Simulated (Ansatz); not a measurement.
# SnOs (built on the sites of a database entry of ZrRu): from the cell to its phonons, part 2 of 2

The cell of SnOs (built on the sites of a database entry of ZrRu) is at rest. What are its phonons? After the zone centre comes a 4×4×4 q mesh on a 12×12×12 k mesh.

Ansatz 0.2.0; DFT PBE, scalar-relativistic, plane waves, norm-conserving pseudopotentials.

So far. Step 2 (Linear response at the zone centre): Before it was imposed, the acoustic sum rule was missed by 9.7e-5 eV/Å². Small misses are needed for a sound result but don't prove that mesh and cutoff are converged. The lowest optical mode is real, 143 cm⁻¹.

The structure was built from a prototype and need not be the compound's stable phase.

## 3. The dispersion

Stability and thermal properties need the whole zone. Linear response on a 4×4×4 q mesh gives force constants as far as a supercell of that size would.

input.yaml reads:

```yaml
crystal:
  lattice:
    - [3.2538998202, 0.0, 0.0]
    - [0.0, 3.2538998202, 0.0]
    - [0.0, 0.0, 3.2538998202]
  atoms:
    - { symbol: Sn, position: [0.5, 0.5, 0.5] }
    - { symbol: Os, position: [0.0, 0.0, 0.0] }
kpoints:
  mp_grid: { grid: [12, 12, 12] }
hamiltonian:
  xc: pbe
  pseudopotentials: { kind: nc }
scf:
  occupations: { method: methfessel_paxton, width: 0.15 }
output:
  eigenvalues: true
phonons:
  method: dfpt
  qmesh: [4, 4, 4]
  temperatures: { t_max: 1000, t_step: 50 }
  qpath:
    path:
      - [[0.0, 0.0, 0.0], [0.0, 0.5, 0.0], [0.5, 0.5, 0.0], [0.0, 0.0, 0.0], [0.5, 0.5, 0.5], [0.0, 0.5, 0.0]]
      - [[0.5, 0.5, 0.5], [0.5, 0.5, 0.0]]
    npoints: 10
```

Launch:

```
ansatz run input.yaml --threads 4 --pin off --max-ram 7168MiB --backend cpu --events-out ev --progress --plain --runs-dir out
```

Numbers of over 12 decimals in the logs are rounded to 6 here.

Output:

```text
[...]
Crystal: 2 atoms, lattice volume = 34.452 Å³
Basis set: ecut = 1006.821291 eV, 2517 PW (Γ), exchange–correlation on 72×72×72 points (8 copies of the dense FFT grid, shifted against one another)
Bands: 19, of which v1, the nominal top of the filled ones, is band 15 counted from 1 (14 counted from 0)
Symmetry: 48 space group operations
k-points: 84 of 1728
[...]
SCF iter   1: F=—  HF=-4958.367563 eV  |F-HF|=—  |Δ(HF+E_count)|=         —  Δρ=3.90e-2  dr2=2.99e-1  ethr=3.10e-3  ⟨swp⟩=7.6  Hψ=9482  notcnv=0
[...]
SCF iter   9: F=-4958.270971 eV  HF=-4958.270971 eV  |F-HF|=0.00e0  |Δ(HF+E_count)|=  2.00e-11  S|Δr|=    0.00e0  Δρ=1.27e-7  dr2=1.97e-12  ethr=1.00e-12  ⟨swp⟩=16.2  Hψ=14429  notcnv=0
SCF 1 converged in 9 iterations: F = -4958.270971 eV  dr2 = 1.97e-12
[...]
iter 1 solved again at ethr=3.19e-8 eV; its pass at ethr=3.10e-3 eV (dr2=9.57e-6 eV) is discarded
SCF iter   1: F=—  HF=-4958.270970 eV  |F-HF|=—  |Δ(HF+E_count)|=         —  Δρ=3.97e-7  dr2=1.80e-11  ethr=3.19e-8  ⟨swp⟩=8.6  Hψ=19300  notcnv=0
eigensolver tolerance schedule: the retry pair's looser diagonalisation over-reported the residual by 533110.90 of it (diagonalisation noise at an unbounded share of the residual, at the tolerance the schedule requests for it); recorded, not acted on — ethr = c·dr2/N_el stays at c = 1.0e-1
[...]
SCF iter   2: F=—  HF=-4958.270971 eV  |F-HF|=—  |Δ(HF+E_count)|=   7.94e-7  S|Δr|=    0.00e0  Δρ=2.40e-7  dr2=1.79e-11  ethr=1.00e-12  ⟨swp⟩=6.5  Hψ=7036  notcnv=0
SCF iter   3: F=-4958.270971 eV  HF=-4958.270971 eV  |F-HF|=9.09e-13  |Δ(HF+E_count)|=  2.73e-12  S|Δr|=    0.00e0  Δρ=1.25e-7  dr2=2.43e-12  ethr=1.00e-12  ⟨swp⟩=8.8  Hψ=8308  notcnv=0
SCF 2 converged in 3 iterations: F = -4958.270971 eV  dr2 = 2.43e-12
phonons: the bands overlap, so this run is a metal and interpolates without the dipole-dipole term. If the crystal is really an insulator or semiconductor, its LO-TO splitting is missing
NSCF: frozen V_eff on 84 k-points
[...]
DFPT response loops at q = (0, 0, 0) (fractional): preconditioner auto → Kerker (q_TF=auto, 2.666 Å⁻¹) (partly filled bands, converged f_vac=0.000); β = 1.00, the filter's whole step (`scf.mixing.beta` (0.50) is not read by the response loops under this deck's `scf.mixing.preconditioner`; to damp them name `kerker` or `kerker_dos`, under which they read `scf.mixing.beta`, and type it under 1.00, their step now; both keys bind the ground state too); Broyden in place of MSR1
[...]
SCF converged after 9 iterations
[...]
Free energy (F): -4958.270971 eV
[...]
Internal energy: -4958.271668 eV  (E = F + TS)
E sigma→0 (E₀):  -4958.271145 eV
Entropy (-TS):   0.000697 eV (0.349 meV/atom)
Fermi energy:    19.856115 eV
[...]
--- Band table (eV; the first three rows and the last of 84) ---
  k-point 0: bands = [... 11 lower, 16.0965, 19.2835, 19.2835, 19.2835, 22.2022, 22.2022, 22.2022, 26.6345]
  k-point 1: bands = [... 11 lower, 16.1142, 19.0067, 19.0067, 19.2811, 21.5557, 22.6042, 22.6042, 27.2163]
  k-point 2: bands = [... 11 lower, 16.1635, 18.4483, 18.4483, 19.2745, 20.4945, 23.5413, 23.5413, 28.0008]
  k-point 83: bands = [... 11 lower, 14.0825, 16.3581, 20.5382, 20.5382, 22.5075, 22.5075, 22.5075, 23.9485]
--- Phonons (Γ-DFPT): 2 representative perturbations + reference (Σ response iterations 5) ---
  ASR residual: 1.760e-4 → 0.000e0 eV/Å²; symmetrization residual: 4.969e-5 eV/Å²
  ASR residual per site (eV/Å²): 8.32e-5 1.76e-4
  Γ frequencies (cm⁻¹): 0.00 0.00 0.00 142.97 142.97 142.97
--- Phonons (arbitrary-q DFPT): 10 irreducible q on the 4×4×4 mesh ---
  q = [0.0000, 0.0000, 0.0000] (star 1, of the zone-centre solve; hermiticity 1.81e-5, symmetrization 7.27e-15): -0.00 0.00 0.00 142.97 142.97 142.97
  q = [0.0000, 0.0000, 0.2500] (star 6, 4 solved perturbations in 1848 linear systems a pass and spin channel, the states on 588 of 1728 k-point pairs; hermiticity 5.30e-7, symmetrization 4.76e-13, the responses' own estimated error 3.6e-4 eV/Å²): 53.59 53.59 103.09 138.94 138.94 199.93
[...]
q = [0.0000, 0.2500, -0.5000] (star 12, 6 solved perturbations on 588 of 1728 k-point pairs; hermiticity 1.55e-6, symmetrization 2.69e-14, the responses' own estimated error 6.6e-4 eV/Å²): 91.69 107.26 116.66 118.53 173.22 197.74
[...]
sum rule: each row above includes the acoustic sum rule's correction from the zone centre's row sums; it moved no ω² by more than (0.50 cm⁻¹)²
  mesh force constants: q→R imaginary residual 2.43e-18; ASR residual 1.760e-4 → 0.000e0 eV/Å²; symmetrization residual 1.066e-14 eV/Å²
  interpolated dispersion: 62 rows × 6 modes
  density of states and harmonic sums: on the 20×20×20 q-mesh, interpolated from the force constants of a 4×4×4 supercell (no non-analytic term)
  largest difference from the sums on the solved wave vectors: F 1.20e-2 eV, S 1.60e-5 and C_V 4.01e-6 eV/K
  zero-point energy: 0.048925 eV/cell   skipped modes (ω ≤ 0): 3   left out of the sums: 6.25e-5 of the cell's modes: C_V's classical limit lies that fraction below 3 k_B per atom; for a crystal, a wire or a layer, F and S can be off by more, and a phonons.interpolated_qmesh denser along its periods is the remedy for the sampling
```

The job ended after 10 min (4 threads of Arm Neoverse V2, shared host; peak memory 4.4 GiB).

This step gave:

- sum-rule residual before enforcement: 1.76e-4 eV/Å²
- lowest frequency on the path: 0 cm⁻¹
- highest frequency on the path or at a solved wavevector: 231.9 cm⁻¹
- mean frequency: 131.5 cm⁻¹
- Debye temperature (second moment): 256 K
- logarithmic mean frequency: 124.7 cm⁻¹
- lowest mode on the q mesh (acoustic modes at Γ apart): 53.59 cm⁻¹
- zero-point energy per atom: 24.46 meV
- heat capacity at 300 K: 24.06 J/(mol atoms K)
- vibrational entropy at 300 K: 38.20 J/(mol atoms K)

Frequencies (cm⁻¹) solved at each irreducible wavevector; negative means imaginary. Frequencies by wavevector, by row:

| q in reciprocal lattice units | star | mode 1 | mode 2 | mode 3 | mode 4 | mode 5 | mode 6 |
| --- | --- | --- | --- | --- | --- | --- | --- |
| 0 0 0 | 1 | 0 | 0 | 0 | 143 | 143 | 143 |
| 0 0 0.25 | 6 | 53.6 | 53.6 | 103.1 | 138.9 | 138.9 | 199.9 |
| 0 0 -0.5 | 3 | 82.5 | 82.5 | 127.5 | 127.5 | 131.2 | 231.9 |
| 0 0.25 0.25 | 12 | 68.3 | 80.7 | 117.3 | 129 | 171.8 | 181.1 |
| 0 0.25 -0.5 | 12 | 91.7 | 107.3 | 116.7 | 118.5 | 173.2 | 197.7 |
| 0 -0.5 -0.5 | 3 | 99.7 | 107.2 | 107.2 | 109 | 193.9 | 193.9 |
| 0.25 0.25 0.25 | 8 | 92 | 92 | 114.8 | 163.4 | 163.4 | 165.8 |
| 0.25 0.25 -0.5 | 12 | 97.7 | 111.3 | 111.9 | 155.1 | 167.3 | 187.3 |
| 0.25 -0.5 -0.5 | 6 | 113.6 | 113.6 | 117.9 | 148.2 | 186.5 | 186.5 |
| -0.5 -0.5 -0.5 | 1 | 132.5 | 132.5 | 132.5 | 179.2 | 179.2 | 179.2 |

Interpolated from a 4×4×4 q mesh. Phonon branches along the path, in cm⁻¹:

| point | branch 1 | branch 2 | branch 3 | branch 4 | branch 5 | branch 6 |
| --- | --- | --- | --- | --- | --- | --- |
| Γ | 0 | 0 | 0 | 143 | 143 | 143 |
| halfway | 54 | 54 | 103 | 139 | 139 | 200 |
| X | 82 | 82 | 128 | 128 | 131 | 232 |
| halfway | 92 | 107 | 117 | 118 | 173 | 198 |
| M | 100 | 107 | 107 | 109 | 194 | 194 |
| halfway | 68 | 81 | 117 | 129 | 172 | 181 |
| Γ | 0 | 0 | 0 | 143 | 143 | 143 |
| halfway | 92 | 92 | 115 | 163 | 163 | 166 |
| R | 132 | 132 | 132 | 179 | 179 | 179 |
| halfway | 98 | 111 | 112 | 155 | 167 | 187 |
| X | 82 | 82 | 128 | 128 | 131 | 232 |
| jump to R | 132 | 132 | 132 | 179 | 179 | 179 |
| halfway | 114 | 114 | 118 | 148 | 186 | 186 |
| M | 100 | 107 | 107 | 109 | 194 | 194 |

The phonon branches as a text plot (rows in cm⁻¹):

```
    227 |      ***                                      **
    217 |     *   *                                    *
    208 |    *     *                                  *
    198 |   *          *                             *          *
    188 |           *** ***                        **       ****
    179 |           *     *****            ********       **
    169 |  *       *         ***     *******      ***      *
    159 | *       *            **   *****          ****     *
    150 |*                      ** **                * *     *
    140 |*****   *             ****                   * *
    130 |     ****           **              *****     *****  *
    121 |     *  *****   *****              *    ***    *  *** *
    111 |    *    ********             *****      **** *     ****
    101 |   *     *   *****   *          **        ****        **
     92 |          ***   ****        ** *            * *
     82 |      ****        *** *       *                **
     72 |  *  *              **     *
     63 |    *                  *    **
     53 | * *                 **
     43 |                      **   *
     34 |  *                    ** *
     24 |**                      * *
     14 |*                       *
      5 |                         *
         Γ      X      M          Γ            R        X|R     M
```

Tetrahedra on a 20×20×20 mesh, mean over bins of 2 cm-1. Interpolated from a 4×4×4 q mesh. The phonon density of states by wavenumber; read off at these points:

| wavenumber (cm⁻¹) | phonon density of states (1/cm⁻¹/cell) |
| --- | --- |
| 1.0 | 0 |
| 7.0 | 5.0e-5 |
| 13.0 | 2.1e-4 |
| 19.0 | 5.0e-4 |
| 27.0 | 0.00129 |
| 33.0 | 0.00208 |
| 39.0 | 0.00313 |
| 45.0 | 0.00461 |
| 51.0 | 0.00648 |
| 57.0 | 0.00889 |
| 63.0 | 0.0117 |
| 69.0 | 0.0153 |
| 77.0 | 0.0221 |
| 83.0 | 0.0324 |
| 89.0 | 0.0389 |
| 95.0 | 0.0517 |
| 101.0 | 0.0685 |
| 107.0 | 0.0527 |
| 113.0 | 0.142 |
| 121.0 | 0.0332 |
| 127.0 | 0.0324 |
| 133.0 | 0.0309 |
| 139.0 | 0.0361 |
| 145.0 | 0.0361 |
| 151.0 | 0.0306 |
| 157.0 | 0.0311 |
| 165.0 | 0.0333 |
| 171.0 | 0.0374 |
| 177.0 | 0.0447 |
| 183.0 | 0.0648 |
| 185.0 | 0.0650 |
| 189.0 | 0.0568 |
| 195.0 | 0.0161 |
| 201.0 | 0.0108 |
| 207.0 | 0.0079 |
| 215.0 | 0.00546 |
| 221.0 | 0.00391 |
| 227.0 | 0.00223 |
| 233.0 | 0 |

Phonopy on the run's constants, 17x17x17 mesh, Gaussian sigma 2.0 cm-1. Interpolated from a 4×4×4 q mesh. Partial phonon density of states against wavenumber; read off at these points; values in 1/cm⁻¹/cell:

| wavenumber (cm⁻¹) | Os | Sn |
| --- | --- | --- |
| -5.0 | 1.2e-6 | 6.2e-7 |
| 0.0 | 6.9e-5 | 4.9e-5 |
| 5.0 | 7.6e-6 | 0 |
| 10.0 | 7.1e-5 | 4.2e-5 |
| 15.0 | 2.8e-4 | 1.7e-4 |
| 20.0 | 2.7e-4 | 1.6e-4 |
| 25.0 | 6.8e-4 | 4.0e-4 |
| 30.0 | 0.00116 | 6.5e-4 |
| 35.0 | 0.00186 | 1.0e-3 |
| 40.0 | 0.00227 | 0.00115 |
| 45.0 | 0.00327 | 0.00157 |
| 50.0 | 0.00370 | 0.00167 |
| 55.0 | 0.00656 | 0.00278 |
| 60.0 | 0.00663 | 0.00253 |
| 65.0 | 0.0108 | 0.00391 |
| 70.0 | 0.0112 | 0.00356 |
| 75.0 | 0.0155 | 0.00431 |
| 80.0 | 0.0222 | 0.00533 |
| 85.0 | 0.0284 | 0.00558 |
| 90.0 | 0.0327 | 0.00665 |
| 95.0 | 0.0432 | 0.0101 |
| 100.0 | 0.0506 | 0.0145 |
| 105.0 | 0.0483 | 0.0131 |
| 110.0 | 0.0675 | 0.0176 |
| 113.5 | 0.0903 | 0.0243 |
| 115.0 | 0.0798 | 0.0232 |
| 120.0 | 0.0312 | 0.0139 |
| 125.0 | 0.0156 | 0.0149 |
| 130.0 | 0.0104 | 0.0231 |
| 135.0 | 0.00649 | 0.0253 |
| 140.0 | 0.00966 | 0.0282 |
| 145.0 | 0.00790 | 0.0255 |
| 150.0 | 0.00895 | 0.0243 |
| 155.0 | 0.00622 | 0.0204 |
| 160.0 | 0.00961 | 0.0262 |
| 165.0 | 0.00700 | 0.0211 |
| 170.0 | 0.00898 | 0.0295 |
| 175.0 | 0.00860 | 0.0338 |
| 180.0 | 0.00885 | 0.0439 |
| 183.5 | 0.0105 | 0.0520 |
| 185.0 | 0.0109 | 0.0518 |
| 190.0 | 0.00957 | 0.0421 |
| 195.0 | 0.00249 | 0.0181 |
| 200.0 | 6.4e-4 | 0.0103 |
| 205.0 | 3.8e-4 | 0.00775 |
| 210.0 | 3.5e-4 | 0.00790 |
| 215.0 | 1.4e-4 | 0.00425 |
| 220.0 | 1.1e-4 | 0.00473 |
| 225.0 | 4.4e-5 | 0.00276 |
| 230.0 | 1.0e-5 | 0.00138 |
| 235.0 | 0 | 7.8e-5 |
| 240.0 | 0 | 0 |

Second derivatives of the energy by pair, one row for each kind of neighbour of each atom listed. Each entry sums the pair over the periodic images of the supercell that the q mesh stands for, and in a polar crystal it holds the long-range dipole part too. Force constants by pair, by row:

| atom | neighbour | distance (Å) | third of the trace (eV/Å²) | along the pair's line (eV/Å²) |
| --- | --- | --- | --- | --- |
| Sn1 | itself | 0 | 10.74 | – |
| Sn1 | Os | 2.818 | -0.8054 | -2.288 |
| Sn1 | Sn | 3.254 | -0.341 | -2.176 |
| Sn1 | Sn | 4.602 | -0.0569 | -0.4102 |
| Sn1 | Os | 5.396 | 0.016 | 0.1486 |
| Sn1 | Sn | 5.636 | -0.2468 | -0.6254 |
| Sn1 | Sn | 6.508 | 0.0713 | -0.1331 |
| Sn1 | Os | 7.092 | 0.0198 | 0.0306 |
| Sn1 | Sn | 7.276 | -0.01 | -0.0582 |
| Os2 | itself | 0 | 9.294 | – |
| Os2 | Sn | 2.818 | -0.8054 | -2.288 |
| Os2 | Os | 3.254 | -0.5704 | -1.776 |
| Os2 | Os | 4.602 | -0.0591 | -0.1423 |
| Os2 | Sn | 5.396 | 0.016 | 0.1486 |
| Os2 | Os | 5.636 | 0.1075 | 0.1958 |
| Os2 | Os | 6.508 | 0.0704 | -0.3654 |
| Os2 | Sn | 7.092 | 0.0198 | 0.0306 |
| Os2 | Os | 7.276 | -0.055 | -0.0705 |

Harmonic thermodynamic functions per atom, from the density of states. Interpolated from a 4×4×4 q mesh. Thermodynamic functions, by row:

| T (K) | F_vib (meV/atom) | S (J/mol-atom/K) | C_V (J/mol-atom/K) |
| --- | --- | --- | --- |
| 0 | 24.46 | 0 | 0 |
| 50 | 23.88 | 4.132 | 9.372 |
| 100 | 19.17 | 13.97 | 18.5 |
| 200 | -3.51 | 28.63 | 23.03 |
| 300 | -38.44 | 38.2 | 24.06 |
| 400 | -81.82 | 45.19 | 24.44 |
| 500 | -131.6 | 50.66 | 24.62 |
| 600 | -186.5 | 55.16 | 24.72 |
| 700 | -245.7 | 58.97 | 24.78 |
| 800 | -308.6 | 62.28 | 24.82 |
| 900 | -374.7 | 65.21 | 24.84 |
| 1000 | -443.6 | 67.83 | 24.86 |

Harmonic mean-square displacement, third of the trace. Interpolated from a 4×4×4 q mesh. Mean square displacements, by row:

| T (K) | Sn1 U_eq (Å²) | Os2 U_eq (Å²) |
| --- | --- | --- |
| 0 | 0.00103 | 8.80e-4 |
| 100 | 0.00155 | 0.00159 |
| 300 | 0.00383 | 0.00422 |
| 600 | 0.00749 | 0.00833 |

Symmetry leaves 10 wavevectors to solve. The lowest mode among them, the acoustic zeros apart, lies at q = (0, 0, 0.25) and is real, 53.6 cm⁻¹.

## 4. Isotope substitution

An isotope changes the mass and not the force constants, so no new electronic calculation is needed; the shifts show which modes move this element.

The same force constants with the mass of Sn changed from 118.710 to 123.905 u (phonopy, no LO-TO term). Both lists are sorted by frequency; levels can cross, so a row need not hold one and the same mode. Modes under 3 cm⁻¹ are left out. Isotope shifts, by row:

| q | rank | natural mass (cm⁻¹) | changed mass (cm⁻¹) |
| --- | --- | --- | --- |
| 0 0 0 | 4 | 143 | 141.1 |
| 0 0 0 | 5 | 143 | 141.1 |
| 0 0 0 | 6 | 143 | 141.1 |
| 0 0 0.25 | 1 | 53.59 | 53.26 |
| 0 0 0.25 | 2 | 53.59 | 53.26 |
| 0 0 0.25 | 3 | 103.1 | 102.8 |
| 0 0 0.25 | 4 | 138.9 | 136.8 |
| 0 0 0.25 | 5 | 138.9 | 136.8 |
| 0 0 0.25 | 6 | 199.9 | 196.3 |
| 0 0 -0.5 | 1 | 82.48 | 82.48 |
| 0 0 -0.5 | 2 | 82.48 | 82.48 |
| 0 0 -0.5 | 3 | 127.5 | 124.8 |
| 0 0 -0.5 | 4 | 127.5 | 124.8 |
| 0 0 -0.5 | 5 | 131.2 | 131.2 |
| 0 0 -0.5 | 6 | 231.9 | 227 |
| 0 0.25 0.25 | 1 | 68.28 | 67.97 |
| 0 0.25 0.25 | 2 | 80.72 | 80.13 |
| 0 0.25 0.25 | 3 | 117.3 | 117.2 |
| 0 0.25 0.25 | 4 | 129 | 126.8 |
| 0 0.25 0.25 | 5 | 171.8 | 169.4 |
| 0 0.25 0.25 | 6 | 181.1 | 177.3 |

A mode of this element alone would shift by -2.12 %. The highest zone-centre frequency without the field goes from 143.0 to 141.1 cm⁻¹ (-1.3 %). The product of the frequency ratios over all optical modes at Γ is 0.962; the product rule, (m/m′)^(3k/2) (M′/M)^(3/2) with k = 1 such atoms and M the mass of the cell, gives 0.962.

## 5. What came out

```json
{"space group (within 0.01 Å)": "Pm-3m", "volume per atom": "17.2 Å³", "electronic character": "no gap on this mesh", "highest optical mode at the zone centre (no LO-TO term)": "143 cm⁻¹", "lowest optical zone-centre mode": "143 cm⁻¹", "lowest mode on the q mesh (acoustic modes at Γ apart)": "53.6 cm⁻¹", "highest frequency on the path or at a solved wavevector": "232 cm⁻¹", "zero-point energy per atom": "24.5 meV", "heat capacity at 300 K": "24.1 J/(mol atoms K)", "vibrational entropy at 300 K": "38.2 J/(mol atoms K)", "Debye temperature (second moment)": "256 K", "imaginary modes on the 4×4×4 q mesh": "none"}
```

The structure is a minimum as far as tested: no mode is imaginary at the 10 irreducible wavevectors of the 4×4×4 mesh, and the softest away from the acoustic zeros lies at 54 cm⁻¹. The optical modes at Γ form one degenerate level at 143 cm⁻¹. With no gap, or one that is small against the smearing, the frequencies hang on the k mesh and the smearing, most of all near Kohn anomalies. Spin-orbit coupling is left out, which can matter for the heavy elements here. A phonon run warned that its eigensolver left some bands unconverged in a pass. The starting cell was built on a prototype and not taken from a measurement, so the phase need not exist. These are harmonic frequencies at zero temperature: anharmonic shifts, linewidths and thermal expansion are left out.

[Logs are printed without paths, hosts, clocks, repeated set-up lines and the standing remarks that a program may print on its own settings, such as how far it seeks lower states.]

[Hosts, paths, dates, database ids (printed as entryN), source tags and the programs' standing remarks are cut or masked in the printed files.]
